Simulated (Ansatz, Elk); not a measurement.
# SiAgF6: X-ray structure factors from the self-consistent density

Structure refinements treat a crystal as free atoms side by side. For a made-up structure of SiAgF6 (cell and positions from a PBE relaxation) the runs below show what the calculated density changes in F(hkl).

Main program and level: Elk 11.2.3 (patched build); DFT, PBE, all-electron APW+lo, Dirac cores, scalar-relativistic bands, static density, no spin.

The structure was built from a prototype and need not be the compound's stable phase.

### Step 1. Starting point

It takes space group P-1 (No. 2, triclinic). Conventional cell: a = 4.983 Å, b = 5.254 Å, c = 5.333 Å, α = 116.79°, β = 90.01°, γ = 116.24°. Nearest to Ag lie 6 F at 2.16 to 2.66 Å. Si has 6 F at 1.66 to 1.74 Å nearest. F has 1 Si at 1.74 Å and 1 Ag at 2.16 Å nearest. Nearest to F lie 1 Si at 1.66 Å and 1 Ag at 2.66 Å. Nearest to F lie 1 Si at 1.74 Å and 1 Ag at 2.16 Å. Farther neighbours and most contacts between anions are not listed.

### Step 2. Ground state and structure factors

An all-electron density is needed, since X-rays see the cores too. Task 0 finds the density and task 195 Fourier-transforms it; tshift is off so that phases refer to the origin typed.

The input, elk.in:

```
tasks
  0
  195

xctype
  20

spinpol
  .false.

rgkmax
  7.0

gmaxvr
  14.0

lmaxo
  7

lmaxapw
  8

swidth
  0.002

tshift
  .false.

ramdisk
  .false.

hmaxvr
  5.5

maxscl
  120

epspot
  1e-06

sppath
  './'

avec
  9.41195273430 0.22178455204 -0.14133304417
  4.80982272226 9.01497826576 -0.39974432768
  0.00370313519 5.38139834928 8.52013366487

atoms
  3
  'Ag.in'
  1
  0.0000000000 0.0000000000 0.0000000000   0.000000 0.000000 0.000000
  'Si.in'
  1
  0.5000000000 0.0000000000 0.5000000000   0.000000 0.000000 0.000000
  'F.in'
  6
  0.8462752403 0.8516878569 0.7442818414   0.000000 0.000000 0.000000
  0.1537247597 0.1483121431 0.2557181586   0.000000 0.000000 0.000000
  0.5453969913 0.6361540382 0.6864235229   0.000000 0.000000 0.000000
  0.4546030087 0.3638459618 0.3135764771   0.000000 0.000000 0.000000
  0.2653002623 0.1392633657 0.7086304258   0.000000 0.000000 0.000000
  0.7346997377 0.8607366343 0.2913695742   0.000000 0.000000 0.000000

ngridk
  6 6 5
```

On the command line:

```console
> OMP_NUM_THREADS=4 elk
```

Numbers of over 12 decimals in the logs are rounded to 6 here.

The program printed:

```text
┌─────────────────────────┐
│ Elk code version 11.2.3 │
└─────────────────────────┘

All units are atomic (Hartree, Bohr, etc.)

┌─────────────────────────────────────────────────┐
│ Ground-state run starting from atomic densities │
└─────────────────────────────────────────────────┘

Lattice vectors :
   9.411952734      0.2217845520     -0.1413330442
   4.809822722       9.014978266     -0.3997443277
  0.3703135190E-02   5.381398349       8.520133665

Reciprocal lattice vectors :
  0.6792212707     -0.3525293543      0.2223657177
 -0.2279729575E-01  0.6898157410     -0.4356843465
  0.1019741281E-01  0.2651670639E-01  0.7206988559

Unit cell volume      :    730.4251999
Brillouin zone volume :   0.3395970093

Muffin-tin inner radius fraction :   0.1000000000E-01

Nuclei treated as point charges

Species : 1 (Ag)
 parameters loaded from : Ag.in
 name : silver
 nuclear charge    :   -47.00000000
 electronic charge :    47.00000000
 atomic mass :    196631.6998
 muffin-tin radius :    2.570858132
 number of radial points in muffin-tin :   1193
 inner part over the whole radius :   0.9901711219E-02
 number on inner part of muffin-tin    :    849
 approximate nuclear radius :   0.8648227117E-04
 number of mesh points to nuclear radius :    425
 atomic positions (lattice), magnetic fields (Cartesian) :
  1 :   0.00000000  0.00000000  0.00000000    0.00000000  0.00000000  0.00000000

Species : 2 (Si)
 parameters loaded from : Si.in
 name : silicon
 nuclear charge    :   -14.00000000
 electronic charge :    14.00000000
 atomic mass :    51196.73458
 muffin-tin radius :    1.619438002
 number of radial points in muffin-tin :    793
 inner part over the whole radius :   0.9886028404E-02
 number on inner part of muffin-tin    :    548
 approximate nuclear radius :   0.5963282101E-04
 number of mesh points to nuclear radius :    251
 atomic positions (lattice), magnetic fields (Cartesian) :
  1 :   0.50000000  0.00000000  0.50000000    0.00000000  0.00000000  0.00000000

Species : 3 (F)
 parameters loaded from : F.in
 name : fluorine
 nuclear charge    :   -9.000000000
 electronic charge :    9.000000000
 atomic mass :    34631.97045
 muffin-tin radius :    1.455715160
 number of radial points in muffin-tin :    593
 inner part over the whole radius :   0.9944754505E-02
 number on inner part of muffin-tin    :    406
 approximate nuclear radius :   0.5278478738E-04
 number of mesh points to nuclear radius :    178
 atomic positions (lattice), magnetic fields (Cartesian) :
  1 :  -0.15372476 -0.14831214 -0.25571816    0.00000000  0.00000000  0.00000000
  2 :   0.15372476  0.14831214  0.25571816    0.00000000  0.00000000  0.00000000
  3 :  -0.45460301 -0.36384596 -0.31357648    0.00000000  0.00000000  0.00000000
  4 :   0.45460301  0.36384596  0.31357648    0.00000000  0.00000000  0.00000000
  5 :   0.26530026  0.13926337 -0.29136957    0.00000000  0.00000000  0.00000000
  6 :  -0.26530026 -0.13926337  0.29136957    0.00000000  0.00000000  0.00000000

Total number of atoms per unit cell :    8
Total muffin-tin volume :    166.4943617
 ratio of muffin-tin to unit cell volume :   0.2279416998

Spin treatment :
 spin-unpolarised

Number of Bravais lattice symmetries :    2
Number of crystal symmetries         :    2
Crystal has inversion symmetry
Real symmetric eigensolver will be used

k-point grid :      6     6     5
k-point offset :    0.000000000       0.000000000       0.000000000
k-point set is reduced with full crystal symmetry group
Total number of k-points :       92

Muffin-tin radius times maximum |G+k| :    7.000000000
 using average radius
Maximum |G+k| for APW functions       :    4.332827005
Maximum (1/2)|G+k|²                   :    9.386694930
Maximum |G| for potential and density :    14.00000000
Constant for pseudocharge density :    9
 order of it for each species :   16  16  16
 order of it for pair densities of each species (exact exchange by exxq0 0: 17) :   16  10   7
Radial integration step length :    1

[...]
total energy                :     -6208.7626036935

Density of states at Fermi energy :    213.0892596
 (states/Hartree/unit cell)

Estimated indirect band gap :   0.1631069538E-03
 from k-point 54 to k-point 49
Estimated direct band gap   :   0.1519354338E-01
 at k-point 31

Charges :
 core                        :    50.00000000
 valence                     :    65.00000000
 interstitial                :    10.87682374
 muffin-tins (core leakage)
  species : 1 (Ag)
[...]
species : 2 (Si)
[...]
species : 3 (F)
[...]
total in muffin-tins        :    104.1231763
 total calculated charge     :    114.9722806
 total charge                :    115.0000000
 error                       :   0.2771944383E-01

RMS change in Kohn-Sham potential (target) :   0.9925205692     (  0.1000000000E-05)
Absolute change in total energy (target)   :   0.5753450547     (  0.1000000000E-03)

[... loops 3 to 16 left out ...]

┌──────────────────┐
│ Loop number : 17 │
└──────────────────┘

Energies :
 Fermi                       :    -0.11881167808440E-01
 sum of occupied eigenvalues :     -3654.8010208111
 electron kinetic            :      6453.0071492185
 core electron kinetic       :      6099.3227100999
 Coulomb                     :     -12427.057344309
 Coulomb potential           :     -9805.4182615066
 nuclear-nuclear             :     -652.50472292084
 electron-nuclear            :     -13756.391713084
 Hartree                     :      1981.8390916963
 Madelung                    :     -7524.3482135556
 xc potential                :     -302.38990852297
 exchange                    :     -227.87038453665
 correlation                 :     -4.927946
 electron entropic           :    -0.24568354436405E-02
 total energy                :     -6206.8509826731

Density of states at Fermi energy :    212.3215510
 (states/Hartree/unit cell)

Estimated indirect band gap :   0.1788403199E-03
 from k-point 25 to k-point 50
Estimated direct band gap   :   0.1597016365E-01
 at k-point 44

Charges :
 core                        :    50.00000000
 valence                     :    65.00000000
 interstitial                :    11.38968397
 muffin-tins (core leakage)
  species : 1 (Ag)
[...]
species : 2 (Si)
[...]
species : 3 (F)
[...]
total in muffin-tins        :    103.6103160
 total calculated charge     :    114.9739351
 total charge                :    115.0000000
 error                       :   0.2606490964E-01

RMS change in Kohn-Sham potential (target) :   0.2421785734E-06 (  0.1000000000E-05)
Absolute change in total energy (target)   :   0.3644337176E-04 (  0.1000000000E-03)

Convergence targets achieved

┌──────────────────┐
│ Loop number : 18 │
└──────────────────┘

Energies :
 Fermi                       :    -0.11881187773923E-01
 sum of occupied eigenvalues :     -3654.8010210533
 electron kinetic            :      6453.0071464928
 core electron kinetic       :      6099.3227094694
 Coulomb                     :     -12427.057341530
 Coulomb potential           :     -9805.4182644647
 nuclear-nuclear             :     -652.50472292084
 electron-nuclear            :     -13756.391704580
 Hartree                     :      1981.8390859704
 Madelung                    :     -7524.3482092981
 xc potential                :     -302.38990308130
 exchange                    :     -227.87038458887
 correlation                 :     -4.927946
 electron entropic           :    -0.24568355052202E-02
 total energy                :     -6206.8509826724

Density of states at Fermi energy :    212.3215550
 (states/Hartree/unit cell)

Estimated indirect band gap :   0.1788407153E-03
 from k-point 25 to k-point 50
Estimated direct band gap   :   0.1597014152E-01
 at k-point 44

Charges :
 core                        :    50.00000000
 valence                     :    65.00000000
 interstitial                :    11.38968378
 muffin-tins (core leakage)
  species : 1 (Ag)
[...]
species : 2 (Si)
[...]
species : 3 (F)
[...]
atom 4                    :    7.870211916     ( -0.2121082776E-06)
   atom 5                    :    7.845628934     ( -0.2122329743E-06)
   atom 6                    :    7.845628934     ( -0.2122329743E-06)
 total in muffin-tins        :    103.6103162
 total calculated charge     :    114.9739351
 total charge                :    115.0000000
 error                       :   0.2606490896E-01

┌──────────────────────────────┐
│ Self-consistent loop stopped │
└──────────────────────────────┘

Warning : the lowest level lies among the core levels :   -3.316158966      -3.283496397

Warning : core states of species 2 leak from the muffin-tin :   0.2468188102E-01

Wrote STATE.OUT
```

Elapsed: 2.5 min, on 4 threads of AMD EPYC 9B45 (Zen 5), shared host; peak memory 0.38 GiB; 9.4 min of CPU time.

SFACRHO.OUT:

```text

h k l indices transformed by vhmat matrix:
   1.000000000       0.000000000       0.000000000    
   0.000000000       1.000000000       0.000000000    
   0.000000000       0.000000000       1.000000000    

      h      k      l  multipl.   |H|            Re(F)            Im(F)           |F|

      0      0      0      1   0.0000000       115.00001      0.40978157E-15   115.00001    
      0      0      1      2  0.72125860       20.144439      0.69689716E-14   20.144439    
     -1     -1      0      2  0.76821831       19.365342     -0.31677144E-14   19.365342    
      0     -1     -1      2  0.77105396       19.981232     -0.31677144E-14   19.981232    
     -1      0      0      2  0.79690965       23.197815     -0.25341715E-14   23.197815    
      0     -1      0      2  0.81620238       63.041363     -0.38012572E-14   63.041363    
     -1     -1     -1      2  0.91332987       60.427177      0.38012572E-14   60.427177    
     -1      0      1      2  0.91629949       60.370986     -0.25341715E-14   60.370986    
      1      1     -1      2   1.1775293       43.838763      0.12670857E-14   43.838763    
      1      0      1      2   1.2128286       52.630723     -0.36428715E-14   52.630723    
     -1     -2     -1      2   1.2368356       30.369858     -0.50683430E-14   30.369858    
      0      1      2      2   1.2503160       41.876697     -0.76025145E-14   41.876697    
      1     -1     -1      2   1.2747576       38.469551      0.69689716E-14   38.469551    
      0     -1      1      2   1.3335203       39.663631      0.44348001E-14   39.663631    
      2      1      0      2   1.3357629       25.914880      0.82360573E-14   25.914880    
     -1     -2      0      2   1.3702651       7.9342231      0.53851144E-14   7.9342231    
      0     -2     -1      2   1.4146403       41.309317      0.53455180E-14   41.309317    
     -1      1      0      2   1.4185708       61.325343      0.12670857E-14   61.325343
```

Elk indexes on the primitive cell of elk.in and gives |H| = 4π sin θ/λ in inverse bohr. Below, one row stands for each form hkl of the conventional cell (m members, Friedel mates merged), F is for one primitive cell and the density is static (no thermal factor). Free-atom factors are Waasmaier and Kirfel's, and R is Σm||F|−|F'||/Σm|F|.

```
   hkl  m  sin θ/λ (Å⁻¹)  abs F, DFT  neutral atoms   diff.    ions   diff.
   001  2          0.108      20.144         20.457  -0.312  20.791  -0.647
   100  2          0.116      19.365         19.633  -0.268  19.877  -0.512
0 1 -1  2          0.116      19.981         20.322  -0.341  20.614  -0.633
1 -1 0  2          0.120      23.198         23.506  -0.308  24.004  -0.806
   010  2          0.123      63.041         63.509  -0.468  61.547  +1.494
1 0 -1  2          0.137      60.427         60.723  -0.296  59.062  +1.365
1 -1 1  2          0.138      60.371         60.661  -0.290  59.010  +1.361
   101  2          0.177      43.839         44.350  -0.511  43.013  +0.826
-1 1 1  2          0.182      52.631         52.864  -0.234  51.998  +0.633
1 1 -1  2          0.186      30.370         31.048  -0.678  29.433  +0.937
0 1 -2  2          0.188      41.877         42.197  -0.320  41.052  +0.824
1 -2 1  2          0.192      38.470         38.893  -0.423  37.718  +0.752
   011  2          0.201      39.664         39.509  +0.155  40.111  -0.447
2 -1 0  2          0.201      25.915         26.496  -0.581  25.140  +0.775
   110  2          0.206       7.934          8.398  -0.464   8.027  -0.093
0 2 -1  2          0.213      41.309         41.138  +0.171  41.671  -0.362
1 -2 0  2          0.213      61.325         60.871  +0.455  61.929  -0.604
   002  2          0.217      12.841         13.629  -0.789  12.331  +0.509
```

The ions are Si4+, Ag2+ and F−, by formal charge.

### Step 3. The highest occupied states alone

An energy window below the Fermi level keeps the highest occupied states, to see at which angles they scatter; shallow core shells can lie inside it and anion s states outside. No new self-consistency is needed.

Edit elk.in of step 2 so:

```diff
@@ -1,3 +1,2 @@
 tasks
-  0
   195
@@ -40,2 +39,5 @@
 
+wsfac
+  -0.452870 0.288120
+
 sppath
```

On the command line:

```console
> OMP_NUM_THREADS=4 elk
```

The program printed:

```text
┌─────────────────────────────────┐
│ Elk code version 11.2.3 started │
└─────────────────────────────────┘

Info(readinput): the functional depends on the density's gradient
 muffin-tin radial points multiplied by    2.00000
 (not where nrmtscf is given)

┌────────────────────┐
│ Current task : 195 │
└────────────────────┘
Info(checkmt): changed muffin-tin radius of species 1 (Ag) from   2.6000 to   2.5709
Info(checkmt): changed muffin-tin radius of species 2 (Si) from   2.2000 to   1.6194
Info(checkmt): changed muffin-tin radius of species 3 (F) from   2.0000 to   1.4557

Info(sfacrho): density structure factors written to SFACRHO.OUT

 Energy window :  -0.4528700000      0.2881200000

┌──────────────────┐
│ Elk code stopped │
└──────────────────┘
```

Run time: 6.9 s. Hardware: 4 threads; peak memory 0.22 GiB.

States within 12 eV below the Fermi level hold 45.00 electrons; any levels below the window count with the cores. Their amplitudes can exceed the total, where window and core parts have opposite phase:

```
   hkl  sin θ/λ (Å⁻¹)  abs F, window  abs F, all
   001          0.108          0.543      20.144
   100          0.116          0.152      19.365
0 1 -1          0.116          0.417      19.981
1 -1 0          0.120          2.176      23.198
   010          0.123         13.549      63.041
1 0 -1          0.137         12.288      60.427
1 -1 1          0.138         12.254      60.371
   101          0.177          3.268      43.839
-1 1 1          0.182          7.971      52.631
1 1 -1          0.186          3.930      30.370
```

### Step 4. Another functional

The difference from free atoms is small, so it is set against the change that LDA (Perdew-Wang) makes.

Edit elk.in of step 3 so:

```diff
@@ -1,2 +1,3 @@
 tasks
+  0
   195
@@ -4,3 +5,3 @@
 xctype
-  20
+  3
 
@@ -39,5 +40,2 @@
 
-wsfac
-  -0.452870 0.288120
-
 sppath
```

On the command line:

```console
> OMP_NUM_THREADS=4 elk
```

The program printed:

```text
┌─────────────────────────┐
│ Elk code version 11.2.3 │
└─────────────────────────┘

All units are atomic (Hartree, Bohr, etc.)

┌─────────────────────────────────────────────────┐
│ Ground-state run starting from atomic densities │
└─────────────────────────────────────────────────┘

Lattice vectors :
   9.411952734      0.2217845520     -0.1413330442
   4.809822722       9.014978266     -0.3997443277
  0.3703135190E-02   5.381398349       8.520133665

Reciprocal lattice vectors :
  0.6792212707     -0.3525293543      0.2223657177
[...]
species : 3 (F)
[...]
atom 5                    :    7.814783460     ( -0.4276936021E-05)
   atom 6                    :    7.814783460     ( -0.4276936021E-05)
 total in muffin-tins        :    103.4495389
 total calculated charge     :    114.9732614
 total charge                :    115.0000000
 error                       :   0.2673857945E-01

┌──────────────────────────────┐
│ Self-consistent loop stopped │
└──────────────────────────────┘

Warning : the lowest level lies among the core levels :   -3.321473620      -3.287555506

Warning : core states of species 2 leak from the muffin-tin :   0.2542049431E-01

Wrote STATE.OUT
[key lines of the parts left out:]
total energy                :     -6197.7735868374
```

Elapsed: 2.2 min, on 4 threads; peak memory 0.36 GiB.

Against the first run R = 0.10 %; the largest change is -0.155 at 1 -2 0.

### Step 5. Basis size

A smaller basis shows how fast F responds to it; the change is likely larger than the basis error of the first run, but doesn't show convergence.

Edit elk.in of step 4 so:

```diff
@@ -5,3 +5,3 @@
 xctype
-  3
+  20
 
@@ -11,3 +11,3 @@
 rgkmax
-  7.0
+  5.5
```

On the command line:

```console
> OMP_NUM_THREADS=4 elk
```

The program printed:

```text
┌─────────────────────────┐
│ Elk code version 11.2.3 │
└─────────────────────────┘

All units are atomic (Hartree, Bohr, etc.)

┌─────────────────────────────────────────────────┐
│ Ground-state run starting from atomic densities │
└─────────────────────────────────────────────────┘

Lattice vectors :
   9.411952734      0.2217845520     -0.1413330442
   4.809822722       9.014978266     -0.3997443277
  0.3703135190E-02   5.381398349       8.520133665

Reciprocal lattice vectors :
  0.6792212707     -0.3525293543      0.2223657177
[...]
species : 3 (F)
[...]
atom 5                    :    7.797928243     ( -0.2124045246E-06)
   atom 6                    :    7.797928243     ( -0.2124045246E-06)
 total in muffin-tins        :    103.3164247
 total calculated charge     :    114.9734767
 total charge                :    115.0000000
 error                       :   0.2652325564E-01

┌──────────────────────────────┐
│ Self-consistent loop stopped │
└──────────────────────────────┘

Warning : the lowest level lies among the core levels :   -3.330516091      -3.297907063

Warning : core states of species 2 leak from the muffin-tin :   0.2466831009E-01

Wrote STATE.OUT
[key lines of the parts left out:]
total energy                :     -6206.5667238622
```

The job ended after 62 s (4 threads; peak memory 0.25 GiB).

Against the first run R = 0.12 %; the largest change is -0.108 at -2 1 2.

### Step 6. Settings against the effect

```
              run  R against the first run (%)  R against neutral atoms, low angle (%)  wall time
    PBE, rgkmax 7                         0.00                                    0.83    2.5 min
LDA (Perdew-Wang)                         0.10                                    0.73    2.2 min
       rgkmax 5.5                         0.12                                    0.76       62 s
```

### Step 7. What came out

| Quantity | Value |
| --- | --- |
| R against neutral atoms, sin θ/λ < 0.3 Å⁻¹ | 0.83 % |
| R against neutral atoms, 0.3 to 0.43 Å⁻¹ | 0.33 % |
| R against ions, below 0.3 Å⁻¹ | 1.03 % |

Independent neutral atoms miss the calculated amplitudes by R = 0.83 % below 0.3 Å⁻¹ and 0.33 % from there to 0.43 Å⁻¹; by shells, 0.86 % below 0.15 Å⁻¹ (7 forms), 0.82 % 0.15 to 0.3 (44 forms), 0.33 % 0.3 to 0.45 (98 forms). Bonding, aspherical density and the tables' own atoms all enter these figures, and the runs don't part them. The largest change of an amplitude is -0.79 electrons, at 002. Weak lines can change much in proportion: 1 -2 2 goes from 0.50 to 1.15. Formal ions give R = 1.03 % at low angle, further off than neutral atoms. Below 0.3 Å⁻¹ the changes that finished (LDA (Perdew-Wang) and rgkmax 5.5) move F by R = 0.13 % at most, against the 0.83 % that separates it from free atoms. The k-mesh has no finished test. These runs have no spin, though d or f shells may be open. The electron count is odd, so without spin the run is a metal by force. Part of the difference isn't bonding: the tables are fits to free atoms and ions calculated by other methods than this functional. Thermal motion, anomalous dispersion and extinction are left out.

[Logs are printed without paths, hosts, clocks, repeated set-up lines and the standing remarks that a program may print on its own settings, such as how far it seeks lower states.]

[Hosts, paths, dates, database ids (printed as entryN), source tags and the programs' standing remarks are cut or masked in the printed files.]
